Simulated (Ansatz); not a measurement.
# How fast states decay through Cs2H2SeO, part 2 of 3

Wanted: the relaxed cell of Cs2H2SeO, its band edges and its decay constants. It is built by putting Se for part of the O in the CsHO structure of space group Cmc2_1, with the volume rescaled by atomic radii. The parent structure comes from the Materials Project.

Ansatz 0.2.0; PBE DFT, plane waves, PAW files (the session's first sound run).

So far. Step 2 (Relaxing the new crystal): The largest force component on a free atom ends at 0.0027 eV/Å.

The structure was built from a prototype and need not be the compound's stable phase.

## Step 3: Band edges

The energy window and the wavevectors of the next steps follow from the band edges, so these are searched first, off the mesh as well.

Input file input.yaml:

```yaml
crystal:
  lattice:
    - [2.5550287292, -6.1629348162, -0.0003971322]
    - [2.5550287292, 6.1629348162, 0.0003971322]
    - [0.0, 0.000314301, 5.1784357598]
  atoms:
    - { symbol: Cs, position: [0.8845537086, 0.1154462914, 0.7866202292] }
    - { symbol: Cs, position: [0.1609087566, 0.8390912434, 0.2865942831] }
    - { symbol: H, position: [0.4721939209, 0.5278060791, 0.4387320472] }
    - { symbol: H, position: [0.4722104523, 0.5277895477, 0.134384851] }
    - { symbol: Se, position: [0.5893485948, 0.4106514052, 0.7865706033] }
    - { symbol: O, position: [0.4207845669, 0.5792154331, 0.2865279863] }
kpoints:
  mp_grid: { grid: [6, 6, 6] }
  band_path: { path: [VBM, CBM], npoints: 30 }
scf:
  occupations: { method: fixed }
hamiltonian:
  xc: pbe
output:
  eigenvalues: true
  write_potential: true
  write_density: true
  volumetric_format: npy
  elf: true
```

Run with:

```
ansatz run input.yaml --threads 2 --pin off --max-ram 4096MiB --backend cpu --events-out ev --progress --plain --runs-dir out
```

Numbers of over 12 decimals in the logs are rounded to 6 here.

The log of the run:

```text
[...]
Crystal: 6 atoms, lattice volume = 163.084 Å³
Basis set: ecut = 420 eV, 3201 PW (Γ)
Bands: 27, of which v1, the nominal top of the filled ones, is band 21 counted from 1 (20 counted from 0)
Symmetry: 2 space group operations
[...]
k-points: 68 of 216 (time reversal used)
[...]
SCF iter   1: F=—  HF=-17413.842887 eV  |F-HF|=—  |Δ(HF+E_count)|=         —  Δρ=1.14e-3  dr2=4.54e-3  ethr=1.77e-3  ⟨swp⟩=5.0  Hψ=7567  notcnv=0  defer=270
[...]
SCF iter   7: F=-17413.841305 eV  HF=-17413.841305 eV  |F-HF|=3.47e-8  |Δ(HF+E_count)|=   5.24e-7  Δρ=3.16e-6  dr2=2.02e-8  ethr=2.38e-10  ⟨swp⟩=11.1  Hψ=9193  notcnv=0
SCF 1 converged in 7 iterations: F = -17413.841305 eV  dr2 = 2.02e-8
[...]
NSCF: frozen V_eff on 68 k-points
[...]
SCF converged after 7 iterations
Free energy (F): -17413.841305 eV
[...]
Internal energy: -17413.841305 eV  (E = F + TS)
E sigma→0 (E₀):  -17413.841305 eV
Fermi energy:    4.211566 eV
[...]
--- Band table (eV; the first three rows and the last of 68) ---
  k-point 0: bands = [... 17 lower, 0.9424, 3.5785, 4.0110, 4.0945, 6.0661, 7.2653, 8.3954, 8.5269, ... 2 higher]
  k-point 1: bands = [... 17 lower, 0.9191, 3.6750, 3.7701, 4.0079, 6.5313, 7.3834, 8.1583, 8.6364, ... 2 higher]
  k-point 2: bands = [... 17 lower, 0.8729, 3.4359, 3.8442, 3.8749, 7.2684, 7.6917, 8.1113, 8.7862, ... 2 higher]
  k-point 67: bands = [... 17 lower, 0.8855, 3.3234, 3.5844, 3.9411, 8.0393, 8.0703, 8.5074, 8.6271, ... 2 higher]
```

It took 38 s on 2 threads of Arm Neoverse V2, shared host; peak memory 0.54 GiB; 76 s of CPU time.

This step gave:

* Fermi energy: 4.212 eV
* gap on the k-mesh: 1.855 eV
* gap on path: 1.855 eV, by band count; negative where bands overlap
* direct gap on path: 1.972 eV
* edge places on path: 0, 1.230 1/A along the path

Electronic bands along the path, in eV, zero at the Fermi level (highest filled level under fixed occupations); v1 is the highest filled band, c1 the lowest empty one:

```
  point     v4     v3     v2     v1    c1    c2    c3    c4
    VBM  -3.24  -1.01  -0.23   0.00  2.93  3.20  3.83  4.70
halfway  -3.41  -0.85  -0.48  -0.43  3.31  4.00  4.50  4.63
    CBM  -3.27  -0.63  -0.20  -0.12  1.85  3.05  4.18  4.32
```

Electrostatic potential energy in the ab plane of the cell as run, not the conventional one, at fractional z = 0.287, with atoms of Cs and O within 0.2 Å of it. With pseudopotentials it is smooth inside the atoms' cores, unlike the true potential.

Ten even steps from '0' (-24 eV) to '9' (8 eV), each cell a mean:
```
8731111478999999999
7311211589999999998
4112114799999999998
1122127899999999986
0111268999899999873
0013789962289999862
2257899400289999863
6789995000599999876
8899981003899999888
9999950048999999988
9999975789999999999
9999999999999999999
9999999999999999999
9999999999999999999
9999999999999999999
9999998889999999999
9999887788999999999
9988644578999999999
9875211478999999999
```
Columns run along a (6.7 Å; values clipped at the 3rd and 97th percentile), rows up along b (6.7 Å). Atoms in or near the plane, at fractional coordinates: Cs at (0.16, 0.84), O at (0.42, 0.58).

Valence density in the ab plane of the cell as run, not the conventional one, at fractional z = 0.287, with atoms of Cs and O within 0.2 Å of it. It is the smooth field of the valence electrons, not physical close to the nuclei.

Values in e/Å³, 10 rows by 16 columns, each cell a mean:
```
0.2 0.6 0.9 0.8 1.0 1.0 0.4 0.1 0.0 0.0 0.0 0.0 0.0 0.0 0.0 0.0
0.8 0.9 0.3 0.5 1.0 0.5 0.1 0.1 0.1 0.1 0.1 0.1 0.0 0.0 0.0 0.2
1.1 0.9 0.9 0.8 0.3 0.1 0.2 0.7 1.1 0.7 0.2 0.1 0.0 0.0 0.2 0.7
0.8 0.6 0.4 0.1 0.1 0.7 3.0 5.3 3.0 0.7 0.1 0.0 0.0 0.1 0.3 0.6
0.1 0.1 0.0 0.1 0.7 3.3 5.6 3.4 0.8 0.1 0.0 0.0 0.0 0.1 0.1 0.2
0.0 0.0 0.1 0.3 0.8 1.4 0.9 0.3 0.1 0.0 0.0 0.0 0.0 0.0 0.0 0.0
0.0 0.0 0.1 0.1 0.2 0.1 0.1 0.0 0.0 0.0 0.0 0.0 0.0 0.0 0.0 0.0
0.0 0.0 0.0 0.0 0.0 0.0 0.0 0.0 0.0 0.0 0.0 0.0 0.0 0.0 0.0 0.0
0.0 0.0 0.0 0.1 0.1 0.2 0.2 0.1 0.1 0.0 0.0 0.0 0.0 0.0 0.0 0.0
0.0 0.1 0.2 0.5 0.8 0.8 0.5 0.2 0.0 0.0 0.0 0.0 0.0 0.0 0.0 0.0
```
Columns run along a (6.7 Å), rows up along b (6.7 Å). Atoms in or near the plane, at fractional coordinates: Cs at (0.16, 0.84), O at (0.42, 0.58).

ELF in the ab plane of the cell as run, not the conventional one, at fractional z = 0.287, with atoms of Cs and O within 0.2 Å of it. It is the smooth field of the valence electrons, not physical close to the nuclei.

Ten even steps from '_' (0.00) to '@' (0.89), each cell a mean:
```
++%%@@@@##%%@@@@%%--__________________
%%@@%%--..##@@@@++____::--::..______--
@@%%--__::%%@@**..__--****==..____::##
@@++__..##@@**....++%%%%##==..____++@@
@@++==##@@##....**@@@@@@**--____::##@@
@@@@@@@@##..::##@@@@@@%%==..____==%%@@
@@@@@@**..::##@@%%##%%**::____..++%%@@
@@%%++....**@@##==**##--..____..++%%@@
##==....++@@@@**++##==..______..==**##
::____==%%@@@@%%##==..__________::----
____--##@@@@%%**==..__________________
__..==##%%##++--..____________________
__..==**++==::________________________
__..::--::____________________________
______________________________________
__________..::----::__________________
______..--**####**==..________________
____--**%%@@@@@@%%**::________________
__==%%@@@@@@@@@@%%++..________________
```
Columns run along a (6.7 Å), rows up along b (6.7 Å). Atoms in or near the plane, at fractional coordinates: Cs at (0.16, 0.84), O at (0.42, 0.58).

The searched edges give 1.85 eV, as on the mesh.

## Step 4: Complex bands

This step: PBE DFT, plane waves, PAW files; complex bands by layer matching along the plane's normal (Ansatz 0.2.0).

The same crystal is laid in a cell whose first two vectors span the (100) plane (indices of the standard conventional cell, whose axes can be ordered otherwise than in the bulk input). At fixed energy and wavevector in the plane the solver finds all kz, real and complex. A few wavevectors are listed, (0, 0) and (0.5, 0) in units of the plane's reciprocal vectors; the slowest state needn't be among them.

Input file input.yaml:

```yaml
crystal:
  lattice:
    - [5.178435769, 0.0, 0.0]
    - [0.0, 5.110057458, 0.0]
    - [0.000771187, 2.555028729, 6.162934781]
  atoms:
    - { symbol: Cs, position: [0.7866202292, 0.8845537086, 0.2308925828] }
    - { symbol: Cs, position: [0.2865942831, 0.1609087566, 0.6781824868] }
    - { symbol: H, position: [0.4387320472, 0.4721939209, 0.0556121582] }
    - { symbol: H, position: [0.134384851, 0.4722104523, 0.0555790954] }
    - { symbol: Se, position: [0.7865706033, 0.5893485948, 0.8213028104] }
    - { symbol: O, position: [0.2865279863, 0.4207845669, 0.1584308662] }
kpoints:
  mp_grid: { grid: [6, 6, 6] }
scf:
  occupations: { method: fixed }
hamiltonian:
  xc: pbe
output:
  eigenvalues: true
  transmission:
    leads: [[0, 0]]
    kpoints: [[0.0, 0.0], [0.5, 0.0]]
    e_range: [-1.0, 2.85]
    de: 0.06
```

The log of the run:

```text
[...]
Crystal: 6 atoms, lattice volume = 163.084 Å³
Basis set: ecut = 420 eV, 3201 PW (Γ)
Bands: 27, of which v1, the nominal top of the filled ones, is band 21 counted from 1 (20 counted from 0)
Symmetry: 2 space group operations
[...]
k-points: 68 of 216 (time reversal used)
[...]
SCF iter   1: F=—  HF=-17413.842927 eV  |F-HF|=—  |Δ(HF+E_count)|=         —  Δρ=1.14e-3  dr2=4.51e-3  ethr=1.77e-3  ⟨swp⟩=5.0  Hψ=7572  notcnv=0  defer=270
[...]
SCF iter   7: F=-17413.841339 eV  HF=-17413.841338 eV  |F-HF|=4.06e-8  |Δ(HF+E_count)|=   5.71e-7  Δρ=3.08e-6  dr2=2.08e-8  ethr=2.38e-10  ⟨swp⟩=11.4  Hψ=9104  notcnv=0
SCF 1 converged in 7 iterations: F = -17413.841339 eV  dr2 = 2.08e-8
[...]
transmission: 8 of 16 steps passed
transmission: 16 of 16 steps passed
SCF converged after 7 iterations
Free energy (F): -17413.841339 eV
[...]
Internal energy: -17413.841339 eV  (E = F + TS)
E sigma→0 (E₀):  -17413.841339 eV
Fermi energy:    4.211557 eV
[...]
--- Band table (eV; the first three rows and the last of 68) ---
  k-point 0: bands = [... 17 lower, 0.9424, 3.5785, 4.0110, 4.0945, 6.0662, 7.2653, 8.3954, 8.5270, ... 2 higher]
  k-point 1: bands = [... 17 lower, 0.9502, 3.4635, 4.0035, 4.1225, 6.3337, 7.3764, 8.2829, 8.5985, ... 2 higher]
  k-point 2: bands = [... 17 lower, 0.9662, 3.2792, 3.9899, 4.1810, 6.9041, 7.3639, 8.2229, 8.6255, ... 2 higher]
  k-point 67: bands = [... 17 lower, 0.9551, 3.6628, 3.6766, 4.0539, 7.5076, 7.9310, 8.5272, 9.2262, ... 2 higher]
--- Transmission ---
  basis      : 237 plane waves across, 8 finite elements along
  points     : 2, as listed
  energies   : 65 from -1.000000 to 2.840000 eV about the Fermi level, 0.060000 eV apart; the leads are filled to 0.927297 eV, and channels, transmission and decay are at 0.920000 eV
  crystal 0  : H2O1Cs2Se1, at the sites [0, 0], period 6.1629 Å: whole cells are its period
    offset         : up to 0.0000 Å between an atom of the period and one for which it stands
    channels       : 0.000000e0 a spin
    conductance    : none, the energies end too early or step too widely for 300 K: set another output.transmission.e_range or a lower de, or, where they end at an eighth of basis.ecutwfc, a higher one
    slowest decay  : 0.2515 /Å at (0.0000, 0.0000)
```

The job ended after 52 s (2 threads; peak memory 0.83 GiB; 1.7 min of CPU time).

Numbers from this step:

```
level to which the leads are filled                       : 0.9273 eV from the Fermi level
decay constant at the filling level, zone centre          : 0.2515 Å⁻¹
decay constant at the filling level, slowest listed point : 0.2515 Å⁻¹
```

K parallel (0, 0); values up to 1.5 1/Å, a degenerate pair printed once or twice; energies at which all values exceed this have no row. Table of Im kz of the slowest decaying states by energy, zero at the highest filled level on the SCF mesh:

```
energy (eV)  decay 1 (Å⁻¹)  decay 2 (Å⁻¹)  decay 3 (Å⁻¹)  decay 4 (Å⁻¹)
      -1.00          0.552          0.629          0.717          0.735
      -0.82          0.553          0.583          0.705          0.706
      -0.70          0.547          0.552          0.682          0.696
      -0.52          0.143          0.481          0.549          0.636
      -0.40          0.191          0.423          0.546          0.589
      -0.22          0.232          0.283          0.540          0.620
      -0.10          0.248          0.394          0.535          0.648
       0.02          0.126          0.259          0.469          0.529
       0.08          0.234          0.263          0.489          0.526
       0.20          0.269          0.331          0.514          0.520
       0.38          0.272          0.402          0.510          0.534
       0.56          0.270          0.443          0.498          0.544
       0.68          0.266          0.461          0.490          0.546
       0.86          0.256          0.477          0.479          0.546
       0.98          0.247          0.467          0.488          0.540
       1.16          0.229          0.451          0.496          0.518
       1.28          0.213          0.440          0.500          0.503
       1.46          0.183          0.422          0.480          0.502
       1.64          0.139          0.402          0.454          0.501
       1.76         0.0945          0.387          0.437          0.499
       1.94          0.364          0.408          0.495          0.496
       2.06          0.346          0.388          0.486          0.491
       2.24          0.317          0.354          0.470          0.483
       2.36          0.295          0.330          0.459          0.477
       2.54          0.255          0.289          0.440          0.466
       2.66          0.223          0.256          0.426          0.458
       2.84          0.152          0.195          0.404          0.444
```

K parallel (0.5, 0); values up to 1.5 1/Å, a degenerate pair printed once or twice; energies at which all values exceed this have no row. Im kz of the slowest decaying states against energy, zero at the highest filled level on the SCF mesh:

```
energy (eV)  decay 1 (Å⁻¹)  decay 2 (Å⁻¹)  decay 3 (Å⁻¹)  decay 4 (Å⁻¹)
      -1.00          0.287          0.370          0.474          0.821
      -0.82          0.217          0.318          0.368          0.409
      -0.64         0.0590          0.316          0.431          0.435
      -0.40          0.468          0.486          0.831          0.862
      -0.22         0.0587          0.160          0.480          0.508
      -0.04          0.207          0.299          0.487          0.523
       0.02          0.232          0.324          0.488          0.527
       0.14          0.272          0.361          0.490          0.533
       0.32          0.317          0.399          0.490          0.539
       0.56          0.361          0.431          0.488          0.543
       0.74          0.388          0.446          0.484          0.543
       0.92          0.414          0.457          0.479          0.542
       1.10          0.444          0.464          0.472          0.539
       1.28          0.463          0.468          0.503          0.534
       1.52          0.450           0.47          0.487          0.526
       1.70          0.438          0.469          0.472          0.518
       1.88          0.424          0.455          0.466          0.509
       2.06          0.409          0.436          0.461          0.498
       2.24          0.391          0.415          0.455          0.486
       2.48          0.363          0.382          0.445          0.466
       2.66          0.338          0.352          0.435          0.449
       2.84          0.309          0.316          0.424          0.430
```

At the listed wavevectors the last open channel is at -0.04 eV and the next at +1.88 eV on the grid. At +0.92 eV, the grid energy nearest the filling level (the middle of the gap on the SCF mesh), the slowest state at the listed wavevectors decays with κ = 0.252 Å⁻¹, its amplitude falling by e over 4.0 Å. Through 1 nm of this crystal that state's transmission falls by exp(−2 × 0.252 Å⁻¹ × 10 Å) = 0.0065.

## Step 5: Decay over the two-dimensional zone

The listed points could miss the slowest state, so one energy near mid-gap is solved on a mesh of 8×12.

Changes to input.yaml since step 4:

```diff
@@ -20,6 +20,2 @@
   eigenvalues: true
-  transmission:
-    leads: [[0, 0]]
-    kpoints: [[0.0, 0.0], [0.5, 0.0]]
-    e_range: [-1.0, 2.85]
-    de: 0.06
+  transmission: { leads: [[0, 0]], kmesh: [8, 12], e_range: [0.93, 0.94], de: 0.05 }
```

The log of the run:

```text
[...]
Crystal: 6 atoms, lattice volume = 163.084 Å³
Basis set: ecut = 420 eV, 3201 PW (Γ)
Bands: 27, of which v1, the nominal top of the filled ones, is band 21 counted from 1 (20 counted from 0)
Symmetry: 2 space group operations
[...]
k-points: 68 of 216 (time reversal used)
[...]
SCF iter   1: F=—  HF=-17413.842927 eV  |F-HF|=—  |Δ(HF+E_count)|=         —  Δρ=1.14e-3  dr2=4.51e-3  ethr=1.77e-3  ⟨swp⟩=5.0  Hψ=7572  notcnv=0  defer=270
[...]
SCF iter   7: F=-17413.841339 eV  HF=-17413.841338 eV  |F-HF|=4.06e-8  |Δ(HF+E_count)|=   5.71e-7  Δρ=3.08e-6  dr2=2.08e-8  ethr=2.38e-10  ⟨swp⟩=11.4  Hψ=9104  notcnv=0
SCF 1 converged in 7 iterations: F = -17413.841339 eV  dr2 = 2.08e-8
[...]
transmission: 32 of 280 steps passed
transmission: 64 of 280 steps passed
[...]
transmission: 280 of 280 steps passed
SCF converged after 7 iterations
Free energy (F): -17413.841339 eV
[...]
Internal energy: -17413.841339 eV  (E = F + TS)
E sigma→0 (E₀):  -17413.841339 eV
Fermi energy:    4.211557 eV
[...]
--- Band table (eV; the first three rows and the last of 68) ---
  k-point 0: bands = [... 17 lower, 0.9424, 3.5785, 4.0110, 4.0945, 6.0662, 7.2653, 8.3954, 8.5270, ... 2 higher]
  k-point 1: bands = [... 17 lower, 0.9502, 3.4635, 4.0035, 4.1225, 6.3337, 7.3764, 8.2829, 8.5985, ... 2 higher]
  k-point 2: bands = [... 17 lower, 0.9662, 3.2792, 3.9899, 4.1810, 6.9041, 7.3639, 8.2229, 8.6255, ... 2 higher]
  k-point 67: bands = [... 17 lower, 0.9551, 3.6628, 3.6766, 4.0539, 7.5076, 7.9310, 8.5272, 9.2262, ... 2 higher]
--- Transmission ---
  basis      : 237 plane waves across, 8 finite elements along
  points     : 35, standing for a mesh of 8 x 12
  energies   : 1 from 0.930000 to 0.930000 eV about the Fermi level; the leads are filled to 0.927297 eV, and channels, transmission and decay are at 0.930000 eV
[...]
channels       : 0.000000e0 a spin
    conductance    : none, crystal 0 has no channel at the energies, or these end too early or step too widely for 300 K: set another output.transmission.e_range or a lower de, or, where they end at an eighth of basis.ecutwfc, a higher one
    slowest decay  : 0.2508 /Å at (0.0000, 0.0000)
```

It took 76 s on 2 threads; peak memory 0.85 GiB; 2.5 min of CPU time.

Numbers from this step:

* least decay constant on the mesh: 0.2508 Å⁻¹

Slowest decay constant (1/Å; 0 where a channel is open) over k1 and k2. At 0.9300 eV from the Fermi level.

Values, 12 rows by 8 columns:
```
0.376 0.378 0.383 0.390 0.393 0.390 0.383 0.378
0.378 0.377 0.379 0.385 0.388 0.385 0.379 0.377
0.385 0.380 0.370 0.365 0.365 0.365 0.370 0.380
0.397 0.384 0.358 0.332 0.319 0.332 0.358 0.384
0.409 0.390 0.348 0.300 0.271 0.300 0.348 0.390
0.416 0.392 0.344 0.286 0.251 0.286 0.344 0.392
0.409 0.390 0.348 0.300 0.271 0.300 0.348 0.390
0.397 0.384 0.358 0.332 0.319 0.332 0.358 0.384
0.385 0.380 0.370 0.365 0.365 0.365 0.370 0.380
0.378 0.377 0.379 0.385 0.388 0.385 0.379 0.377
0.376 0.378 0.383 0.390 0.393 0.390 0.383 0.378
0.380 0.381 0.386 0.394 0.397 0.394 0.386 0.381
```
Columns: k1 (b1) from -0.5 to 0.375; rows upwards: k2 (b2) from -0.5 to 0.417.

The least value on the mesh is 0.251 Å⁻¹ at +0.93 eV. At that energy the listed points give about 0.251 Å⁻¹ by interpolation, so the mesh holds no clearly slower state.

[end of part 2 of 3]

[Logs are printed without paths, hosts, clocks, repeated set-up lines and the standing remarks that a program may print on its own settings, such as how far it seeks lower states.]

[Hosts, paths, dates, database ids (printed as entryN), source tags and the programs' standing remarks are cut or masked in the printed files.]
